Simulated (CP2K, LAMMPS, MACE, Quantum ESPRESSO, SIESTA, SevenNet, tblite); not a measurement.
# Bulk modulus two ways: glassy B2O3 (100 atoms), MACE MP-0b3 medium

The cell holds 100 atoms (40 B and 60 O). Recipe: 100 atoms (40 B, 60 O) placed at random at 1.93 g/cm³, melted at 3000 K for 20 ps at fixed volume with the Buckingham and Coulomb pair potential of Guillot and Sator (Geochim. Cosmochim. Acta 71, 1249 (2007)) with the boron terms of Wang et al. (J. Non-Cryst. Solids 498, 294 (2018)). Quenched from 3000 K to 300 K at 100 K/ps and fixed volume, held 10 ps at zero pressure. Then the atoms were relaxed with MACE MP-0b3 medium in the fixed cell.

Calculated with MACE MP-0b3 medium: MACE MP-0b3 medium, trained on PBE(+U) plane-wave data, no dispersion term. The cell is scaled evenly by ±3 % in volume, and MACE MP-0b3 medium relaxes the atoms at each volume before the single point.

```
volume (Å³/atom)  energy less the middle row's (meV/atom)  pressure (GPa)
          11.474                                   -0.290           0.431
          11.829                                    0.000          -0.653
          12.183                                    2.427          -1.618
```

Task: Find the bulk modulus at the middle volume from the pressures and from the energies, and check the printed pressure against the slope of the energy (1 meV/Å³ = 0.16022 GPa).

**Working.**

The step is h = 0.3549 Å³. From pressures: B = −V dP/dV = 11.829 × (0.431 − (-1.618)) / (2 × 0.3549) = 34.1 GPa.

From energies: B = V d²E/dV² = 11.829 × (-0.290 + (2.427)) / 0.3549² = 200.7 meV/Å³ = 32.2 GPa.

Slope: P = −dE/dV = −(2.427 − (-0.290)) / (2 × 0.3549) = -3.83 meV/Å³ = -0.61 GPa, against -0.65 GPa printed.

The two moduli agree within 6 %.

A central difference over ±3 % overstates P by about B(1 + B′)(0.03)²/6, some 0.03 GPa for B′ = 4.

Limits: three points, a static cell at zero temperature, the cell shape held; the modulus is that at -0.7 GPa, not at zero pressure.

[Logs are printed without paths, hosts, clocks, repeated set-up lines and the standing remarks that a program may print on its own settings, such as how far it seeks lower states.]

[Hosts, paths, dates, database ids (printed as entryN), source tags and the programs' standing remarks are cut or masked in the printed files.]
